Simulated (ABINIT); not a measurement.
# Al2O3 (Corundum): the gap under hydrostatic strain

Does PBE give the same change of gap under hydrostatic strain as G0W0? The case is Al2O3 (Corundum).

Calculated with ABINIT 10.8.3; PBE and many-body steps on it, plane waves.

This is a report of a sequence of runs, with most program output left out.

### Step 1. Starting point

It takes space group R-3c (No. 167, trigonal). Conventional cell: a = 4.760 Å, b = 4.760 Å, c = 12.996 Å, α = 90.00°, β = 90.00°, γ = 120.00°. Nearest to Al lie 6 O at 1.86 to 1.97 Å. Nearest to O lie 4 Al at 1.86 to 1.97 Å. Farther neighbours and most contacts between anions are not listed.

As a file:

```cif
data_structure
_symmetry_space_group_name_H-M 'R-3c:H'
_symmetry_Int_Tables_number 167
_cell_length_a 4.7605
_cell_length_b 4.7605
_cell_length_c 12.9956
_cell_angle_alpha 90.000
_cell_angle_beta 90.000
_cell_angle_gamma 120.000
_cell_volume 255.05
loop_
_atom_site_label
_atom_site_type_symbol
_atom_site_symmetry_multiplicity
_atom_site_Wyckoff_symbol
_atom_site_fract_x
_atom_site_fract_y
_atom_site_fract_z
_atom_site_occupancy
Al1 Al 12 c 0.66667 0.33333 0.18533 1
O1 O 18 e 0.63960 0.66667 0.41667 1
```

Geometry: measured (diffraction), ions relaxed with ABINIT, PBE. The runs that relaxed it are not among those shown.

### Step 2. Ground state

This step: ABINIT 10.8.3; DFT, PBE, plane waves, norm-conserving pseudopotentials.

The ground-state density comes first.

Contents of run.abi:

```
acell 3*1.0 Angstrom
rprim 
  2.380249999995 1.374237978213 4.331866666707
  -2.380249999995 1.374237978213 4.331866666707
  -0.000000000000 -2.748475956495 4.331866666685
ntypat 2
znucl 13 8
natom 10
typat 1 1 1 1 2 2 2 2 2 2
xred 
  0.351992890406 0.351992890406 0.351992890406
  0.148007109594 0.148007109594 0.148007109594
  0.648007109594 0.648007109594 0.648007109594
  0.851992890406 0.851992890406 0.851992890406
  0.556266402585 0.943733597415 0.250000000000
  0.250000000000 0.556266402585 0.943733597415
  0.943733597415 0.250000000000 0.556266402585
  0.443733597415 0.056266402585 0.750000000000
  0.750000000000 0.443733597415 0.056266402585
  0.056266402585 0.750000000000 0.443733597415
pp_dirpath "pseudos"
pseudos "Al.upf, O.upf"
ecut 36
ngkpt 6 6 6
nshiftk 1
shiftk 0 0 0
kptopt 1
chksymbreak 0
nband 33
occopt 1
tolvrs 1e-10
nstep 60
prtwf 0
optforces 0
optstress 0
indata_prefix "in"
outdata_prefix "out"
tmpdata_prefix "tmp"
```

Command:

```
$ OMP_NUM_THREADS=1 mpirun -n 4 abinit run.abi > log
```

It took 2.2 min on 4 MPI ranks of Arm Neoverse N1, shared host; peak memory 0.47 GiB.

Numbers from this step:

- total energy: -2969.2594 eV
- gap: 6.277 eV
- k of the valence top: 0, 0, 0
- k of the conduction bottom: 0, 0, 0
- least direct gap: 6.277 eV

The gap is direct, at Γ.

### Step 3. Empty states on the mesh, 2×2×2 mesh, 149 bands

The sums over transitions need many empty states on a uniform mesh; this step solves for them.

run.abi, as its differences from that of step 2:

```diff
@@ -23,3 +23,3 @@
 ecut 36
-ngkpt 6 6 6
+ngkpt 2 2 2
 nshiftk 1
@@ -28,9 +28,10 @@
 chksymbreak 0
-nband 33
-occopt 1
-tolvrs 1e-10
+iscf -2
+irdden 1
+istwfk *1
+nband 149
+nbdbuf 12
+tolwfr 1e-09
 nstep 60
-prtwf 0
-optforces 0
-optstress 0
+prtvol 0
 indata_prefix "in"
```

The job ended after 61 s (4 MPI ranks; peak memory 0.39 GiB; 4 min of CPU time).

This step gave:

```yaml
gap: 6.277 eV
k_of_the_valence_top: 0, 0, 0
k_of_the_conduction_bottom: 0, 0, 0
least_direct_gap: 6.277 eV
k_points_computed: 4
lowest_point_of_the_top_converged_band_above_the_valence_top: 61.1897 eV
```

On this mesh the gap is 6.277 eV.

### Step 4. Screening, 2×2×2 mesh, 137 bands, screening to 114.3 eV

The RPA dielectric matrix is built and inverted for each q.

This step: RPA screening on PBE, plane waves, norm-conserving pseudopotentials.

run.abi, as its differences from that of step 3:

```diff
@@ -28,10 +28,11 @@
 chksymbreak 0
-iscf -2
-irdden 1
 istwfk *1
-nband 149
-nbdbuf 12
-tolwfr 1e-09
-nstep 60
-prtvol 0
+occopt 1
+irdwfk 1
+optdriver 3
+nband 137
+ecuteps 4.2
+inclvkb 2
+awtr 1
+symchi 1
 indata_prefix "in"
```

It took 54 s on 4 MPI ranks; peak memory 1.2 GiB; 3.6 min of CPU time.

This step gave:

```yaml
eps_infinity_with_local_fields_on_this_mesh_along_the_program_s_q_direction: 3.111
the_same_without_local_fields: 3.324
plasma_frequency: 27.90 eV
plane_waves_in_the_screening_matrix: 235
```

Local fields lower ε∞ by 6 %. On a Γ-centred mesh this coarse the value itself is usually too large, while a short band sum pulls it down.

### Step 5. G0W0, strain +0 %

The self-energy is evaluated for the states that the input lists, and the levels follow from it, in one-shot runs by the linearised quasiparticle equation.

This step: G0W0 on PBE, plane waves, norm-conserving pseudopotentials.

run.abi, as its differences from that of step 4:

```diff
@@ -31,8 +31,21 @@
 irdwfk 1
-optdriver 3
+optdriver 4
 nband 137
+gwcalctyp 0
+ecutsigx 36
+symsigma 1
+nkptgw 4
+kptgw 
+  0.0000000000 0.0000000000 0.0000000000
+  0.5000000000 0.0000000000 0.0000000000
+  0.5000000000 0.5000000000 0.0000000000
+  0.5000000000 0.5000000000 0.5000000000
+bdgw 
+  22 26
+  23 26
+  23 26
+  21 26
 ecuteps 4.2
-inclvkb 2
-awtr 1
-symchi 1
+irdscr 1
+ppmodel 1
 indata_prefix "in"
```

It took 23 s on 4 MPI ranks; peak memory 0.88 GiB.

This step gave:

```
G0W0 gap on the mesh                         : 8.314 eV
starting gap on the mesh                     : 6.277 eV
k of the valence top                         : 0, 0, 0
k of the conduction bottom                   : 0, 0, 0
Z at the valence top                         : 0.824
Z at the conduction bottom                   : 0.86
least direct G0W0 gap on the computed points : 8.314 eV
```

The gap on the mesh goes from 6.28 eV to 8.31 eV, a correction of +2.04 eV.

### Step 6. G0W0, strain -1 %

The cell differs from the one that the last finished run ended in (a 5.130 → 5.079 Å, b 5.130 → 5.079 Å, c 5.130 → 5.079 Å).

Contents of run.abi:

```
acell 3*1.0 Angstrom
rprim 
  2.356447499995 1.360495598431 4.288548000040
  -2.356447499995 1.360495598431 4.288548000040
  -0.000000000000 -2.720991196930 4.288548000019
ntypat 2
znucl 13 8
natom 10
typat 1 1 1 1 2 2 2 2 2 2
xred 
  0.351904127042 0.351904127042 0.351904127042
  0.148095872958 0.148095872958 0.148095872958
  0.648095872958 0.648095872958 0.648095872958
  0.851904127042 0.851904127042 0.851904127042
  0.556634139756 0.943365860244 0.250000000000
  0.250000000000 0.556634139756 0.943365860244
  0.943365860244 0.250000000000 0.556634139756
  0.443365860244 0.056634139756 0.750000000000
  0.750000000000 0.443365860244 0.056634139756
  0.056634139756 0.750000000000 0.443365860244
pp_dirpath "pseudos"
pseudos "Al.upf, O.upf"
ecut 36
ngkpt 2 2 2
nshiftk 1
shiftk 0 0 0
kptopt 1
chksymbreak 0
istwfk *1
occopt 1
irdwfk 1
optdriver 4
nband 137
gwcalctyp 0
ecutsigx 36
symsigma 1
nkptgw 4
kptgw 
  0.0000000000 0.0000000000 0.0000000000
  0.5000000000 0.0000000000 0.0000000000
  0.5000000000 0.5000000000 0.0000000000
  0.5000000000 0.5000000000 0.5000000000
bdgw 
  22 26
  23 26
  23 26
  21 26
ecuteps 4.285
irdscr 1
ppmodel 1
indata_prefix "in"
outdata_prefix "out"
tmpdata_prefix "tmp"
```

Elapsed: 23 s, on 4 MPI ranks; peak memory 0.88 GiB; 91 s of CPU time.

This step gave:

```
G0W0 gap on the mesh                         : 8.765 eV
starting gap on the mesh                     : 6.660 eV
k of the valence top                         : 0, 0, 0
k of the conduction bottom                   : 0, 0, 0
least direct G0W0 gap on the computed points : 8.765 eV
```

The gap on the mesh goes from 6.66 eV to 8.77 eV, a correction of +2.10 eV.

Ground state, empty states and screening of this cell were made anew, as for the first cell; those steps are not shown. Geometry: measured (diffraction), ions relaxed with ABINIT, PBE, hydrostatic strain.

### Step 7. G0W0, strain +1 %

The cell differs from the one that the last finished run ended in (a 5.079 → 5.182 Å, b 5.079 → 5.182 Å, c 5.079 → 5.182 Å).

Contents of run.abi:

```
acell 3*1.0 Angstrom
rprim 
  2.404052499995 1.387980357995 4.375185333374
  -2.404052499995 1.387980357995 4.375185333374
  0.000000000000 -2.775960716060 4.375185333352
ntypat 2
znucl 13 8
natom 10
typat 1 1 1 1 2 2 2 2 2 2
xred 
  0.352032780257 0.352032780257 0.352032780257
  0.147967219743 0.147967219743 0.147967219743
  0.647967219743 0.647967219743 0.647967219743
  0.852032780257 0.852032780257 0.852032780257
  0.555990658597 0.944009341403 0.250000000000
  0.250000000000 0.555990658597 0.944009341403
  0.944009341403 0.250000000000 0.555990658597
  0.444009341403 0.055990658597 0.750000000000
  0.750000000000 0.444009341403 0.055990658597
  0.055990658597 0.750000000000 0.444009341403
pp_dirpath "pseudos"
pseudos "Al.upf, O.upf"
ecut 36
ngkpt 2 2 2
nshiftk 1
shiftk 0 0 0
kptopt 1
chksymbreak 0
istwfk *1
occopt 1
irdwfk 1
optdriver 4
nband 137
gwcalctyp 0
ecutsigx 36
symsigma 1
nkptgw 4
kptgw 
  0.0000000000 0.0000000000 0.0000000000
  0.5000000000 0.0000000000 0.0000000000
  0.5000000000 0.5000000000 0.0000000000
  0.5000000000 0.5000000000 0.5000000000
bdgw 
  22 26
  23 26
  23 26
  21 26
ecuteps 4.117
irdscr 1
ppmodel 1
indata_prefix "in"
outdata_prefix "out"
tmpdata_prefix "tmp"
```

Run time: 23 s. Hardware: 4 MPI ranks; peak memory 0.88 GiB.

Numbers from this step:

| Quantity | Value |
| --- | --- |
| G0W0 gap on the mesh | 7.874 eV |
| starting gap on the mesh | 5.908 eV |
| k of the valence top | 0, 0, 0 |
| k of the conduction bottom | 0, 0, 0 |
| least direct G0W0 gap on the computed points | 7.874 eV |

The gap on the mesh goes from 5.91 eV to 7.87 eV, a correction of +1.97 eV.

Again on this cell's own states.

### Step 8. G0W0, strain -2 %

The cell differs from the one that the last finished run ended in (a 5.182 → 5.028 Å, b 5.182 → 5.028 Å, c 5.182 → 5.028 Å).

Contents of run.abi:

```
acell 3*1.0 Angstrom
rprim 
  2.332644999996 1.346753218649 4.245229333373
  -2.332644999996 1.346753218649 4.245229333373
  0.000000000000 -2.693506437365 4.245229333352
ntypat 2
znucl 13 8
natom 10
typat 1 1 1 1 2 2 2 2 2 2
xred 
  0.351758159788 0.351758159788 0.351758159788
  0.148241840212 0.148241840212 0.148241840212
  0.648241840212 0.648241840212 0.648241840212
  0.851758159788 0.851758159788 0.851758159788
  0.556946590617 0.943053409383 0.250000000000
  0.250000000000 0.556946590617 0.943053409383
  0.943053409383 0.250000000000 0.556946590617
  0.443053409383 0.056946590617 0.750000000000
  0.750000000000 0.443053409383 0.056946590617
  0.056946590617 0.750000000000 0.443053409383
pp_dirpath "pseudos"
pseudos "Al.upf, O.upf"
ecut 36
ngkpt 2 2 2
nshiftk 1
shiftk 0 0 0
kptopt 1
chksymbreak 0
istwfk *1
occopt 1
irdwfk 1
optdriver 4
nband 137
gwcalctyp 0
ecutsigx 36
symsigma 1
nkptgw 4
kptgw 
  0.0000000000 0.0000000000 0.0000000000
  0.5000000000 0.0000000000 0.0000000000
  0.5000000000 0.5000000000 0.0000000000
  0.5000000000 0.5000000000 0.5000000000
bdgw 
  22 26
  23 26
  23 26
  21 26
ecuteps 4.373
irdscr 1
ppmodel 1
indata_prefix "in"
outdata_prefix "out"
tmpdata_prefix "tmp"
```

It took 23 s on 4 MPI ranks; peak memory 0.88 GiB; 91 s of CPU time.

This step gave:

```
G0W0 gap on the mesh                         : 9.23 eV
starting gap on the mesh                     : 7.058 eV
k of the valence top                         : 0, 0, 0
k of the conduction bottom                   : 0, 0, 0
least direct G0W0 gap on the computed points : 9.23 eV
```

The gap on the mesh goes from 7.06 eV to 9.23 eV, a correction of +2.17 eV.

Again on this cell's own states.

### Step 9. G0W0, strain +2 %

The cell differs from the one that the last finished run ended in (a 5.028 → 5.233 Å, b 5.028 → 5.233 Å, c 5.028 → 5.233 Å).

Contents of run.abi:

```
acell 3*1.0 Angstrom
rprim 
  2.427854999995 1.401722737777 4.418504000041
  -2.427854999995 1.401722737777 4.418504000041
  0.000000000000 -2.803445475625 4.418504000019
ntypat 2
znucl 13 8
natom 10
typat 1 1 1 1 2 2 2 2 2 2
xred 
  0.352085541558 0.352085541558 0.352085541558
  0.147914458442 0.147914458442 0.147914458442
  0.647914458442 0.647914458442 0.647914458442
  0.852085541558 0.852085541558 0.852085541558
  0.555672215701 0.944327784299 0.250000000000
  0.250000000000 0.555672215701 0.944327784299
  0.944327784299 0.250000000000 0.555672215701
  0.444327784299 0.055672215701 0.750000000000
  0.750000000000 0.444327784299 0.055672215701
  0.055672215701 0.750000000000 0.444327784299
pp_dirpath "pseudos"
pseudos "Al.upf, O.upf"
ecut 36
ngkpt 2 2 2
nshiftk 1
shiftk 0 0 0
kptopt 1
chksymbreak 0
istwfk *1
occopt 1
irdwfk 1
optdriver 4
nband 137
gwcalctyp 0
ecutsigx 36
symsigma 1
nkptgw 4
kptgw 
  0.0000000000 0.0000000000 0.0000000000
  0.5000000000 0.0000000000 0.0000000000
  0.5000000000 0.5000000000 0.0000000000
  0.5000000000 0.5000000000 0.5000000000
bdgw 
  22 26
  23 26
  23 26
  21 26
ecuteps 4.037
irdscr 1
ppmodel 1
indata_prefix "in"
outdata_prefix "out"
tmpdata_prefix "tmp"
```

Run time: 23 s. Hardware: 4 MPI ranks; peak memory 0.88 GiB.

This step gave:

- G0W0 gap on the mesh: 7.444 eV
- starting gap on the mesh: 5.550 eV
- k of the valence top: 0, 0, 0
- k of the conduction bottom: 0, 0, 0
- least direct G0W0 gap on the computed points: 7.444 eV

The gap on the mesh goes from 5.55 eV to 7.44 eV, a correction of +1.89 eV.

Again on this cell's own states.

### Step 10. G0W0, strain -3 %

The cell differs from the one that the last finished run ended in (a 5.233 → 4.976 Å, b 5.233 → 4.976 Å, c 5.233 → 4.976 Å).

Contents of run.abi:

```
acell 3*1.0 Angstrom
rprim 
  2.308842499996 1.333010838867 4.201910666706
  -2.308842499996 1.333010838867 4.201910666706
  -0.000000000000 -2.666021677800 4.201910666685
ntypat 2
znucl 13 8
natom 10
typat 1 1 1 1 2 2 2 2 2 2
xred 
  0.351633560533 0.351633560533 0.351633560533
  0.148366439467 0.148366439467 0.148366439467
  0.648366439467 0.648366439467 0.648366439467
  0.851633560533 0.851633560533 0.851633560533
  0.557281835081 0.942718164919 0.250000000000
  0.250000000000 0.557281835081 0.942718164919
  0.942718164919 0.250000000000 0.557281835081
  0.442718164919 0.057281835081 0.750000000000
  0.750000000000 0.442718164919 0.057281835081
  0.057281835081 0.750000000000 0.442718164919
pp_dirpath "pseudos"
pseudos "Al.upf, O.upf"
ecut 36
ngkpt 2 2 2
nshiftk 1
shiftk 0 0 0
kptopt 1
chksymbreak 0
istwfk *1
occopt 1
irdwfk 1
optdriver 4
nband 137
gwcalctyp 0
ecutsigx 36
symsigma 1
nkptgw 4
kptgw 
  0.0000000000 0.0000000000 0.0000000000
  0.5000000000 0.0000000000 0.0000000000
  0.5000000000 0.5000000000 0.0000000000
  0.5000000000 0.5000000000 0.5000000000
bdgw 
  22 26
  23 26
  23 26
  21 26
ecuteps 4.464
irdscr 1
ppmodel 1
indata_prefix "in"
outdata_prefix "out"
tmpdata_prefix "tmp"
```

Wall time 23 s (4 MPI ranks); peak memory 0.88 GiB; 91 s of CPU time.

Numbers from this step:

* G0W0 gap on the mesh: 9.702 eV
* starting gap on the mesh: 7.467 eV
* k of the valence top: 0, 0, 0
* k of the conduction bottom: 0, 0, 0
* least direct G0W0 gap on the computed points: 9.702 eV

The gap on the mesh goes from 7.47 eV to 9.70 eV, a correction of +2.23 eV.

Again on this cell's own states.

### Step 11. G0W0, strain +3 %

The cell differs from the one that the last finished run ended in (a 4.976 → 5.284 Å, b 4.976 → 5.284 Å, c 4.976 → 5.284 Å).

Contents of run.abi:

```
acell 3*1.0 Angstrom
rprim 
  2.451657499995 1.415465117559 4.461822666709
  -2.451657499995 1.415465117559 4.461822666709
  -0.000000000000 -2.830930235190 4.461822666686
ntypat 2
znucl 13 8
natom 10
typat 1 1 1 1 2 2 2 2 2 2
xred 
  0.352132721234 0.352132721234 0.352132721234
  0.147867278766 0.147867278766 0.147867278766
  0.647867278766 0.647867278766 0.647867278766
  0.852132721234 0.852132721234 0.852132721234
  0.555350954959 0.944649045041 0.250000000000
  0.250000000000 0.555350954959 0.944649045041
  0.944649045041 0.250000000000 0.555350954959
  0.444649045041 0.055350954959 0.750000000000
  0.750000000000 0.444649045041 0.055350954959
  0.055350954959 0.750000000000 0.444649045041
pp_dirpath "pseudos"
pseudos "Al.upf, O.upf"
ecut 36
ngkpt 2 2 2
nshiftk 1
shiftk 0 0 0
kptopt 1
chksymbreak 0
istwfk *1
occopt 1
irdwfk 1
optdriver 4
nband 137
gwcalctyp 0
ecutsigx 36
symsigma 1
nkptgw 4
kptgw 
  0.0000000000 0.0000000000 0.0000000000
  0.5000000000 0.0000000000 0.0000000000
  0.5000000000 0.5000000000 0.0000000000
  0.5000000000 0.5000000000 0.5000000000
bdgw 
  22 26
  23 26
  23 26
  21 26
ecuteps 3.959
irdscr 1
ppmodel 1
indata_prefix "in"
outdata_prefix "out"
tmpdata_prefix "tmp"
```

The job ended after 23 s (4 MPI ranks; peak memory 0.89 GiB; 91 s of CPU time).

This step gave:

```
G0W0 gap on the mesh                         : 7.026 eV
starting gap on the mesh                     : 5.206 eV
k of the valence top                         : 0, 0, 0
k of the conduction bottom                   : 0, 0, 0
least direct G0W0 gap on the computed points : 7.026 eV
```

The gap on the mesh goes from 5.21 eV to 7.03 eV, a correction of +1.82 eV.

Again on this cell's own states.

### Step 12. The series

One mesh (2×2×2), Godby-Needs plasmon pole, 137 bands in every cell; hydrostatic strain per length. The ions were relaxed in each strained cell.

```
strain (%)  PBE gap (eV)  G0W0 gap (eV)  least direct G0W0 gap (eV)  G0W0 edges
        -3         7.467          9.702                       9.702      Γ to Γ
        -2         7.058          9.230                       9.230      Γ to Γ
        -1         6.660          8.765                       8.765      Γ to Γ
        +0         6.277          8.314                       8.314      Γ to Γ
        +1         5.908          7.874                       7.874      Γ to Γ
        +2         5.550          7.444                       7.444      Γ to Γ
        +3         5.206          7.026                       7.026      Γ to Γ
```

### Step 13. Results

```
slope under compression      : −397 (PBE) and −463 (G0W0) meV per %
slope under tension          : −357 (PBE) and −429 (G0W0) meV per %
GW settings, unstrained cell : 2×2×2 mesh, 137 bands, screening to 114.3 eV
known limits                 : not at the basis limit; coarse k mesh
```

In words: On the side of compression the slopes of gap against strain are −397 (PBE) and −463 (G0W0) meV per %. On the side of tension the slopes of gap against strain are −357 (PBE) and −429 (G0W0) meV per %. One line through all points gives volume deformation potentials of -12.57 eV (PBE) and -14.87 eV (G0W0). Gaps are read on the mesh, so a valley between its points is missed. Bands and cutoff are finite, so the gap is not at the basis limit. The miss can reach some tenths of an eV and take either sign; the mesh is an error of its own. The 2×2×2 mesh is coarse for this cell, which bears on the long-range parts of exchange and screening.

[Paths, hosts, dates, memory and timing lines, banners, echoed tables and standing remarks are left out of the program output.]

[Logs are printed without paths, hosts, clocks, repeated set-up lines and the standing remarks that a program may print on its own settings, such as how far it seeks lower states.]

[Runs of the session that timed out or met a known fault of the program may be left out.]

[Hosts, paths, dates, database ids (printed as entryN), source tags and the programs' standing remarks are cut or masked in the printed files.]

[G0W0 gaps are taken among the corrected bands and points alone; a level outside them can change the order at an edge.]

[Where Ansatz stands beside ABINIT at settings called matched, ABINIT's density can come from a denser mesh and the files from another edition; pairs whose starting gaps differed by over 0.03 eV were left out, so agreement reads better than it is.]
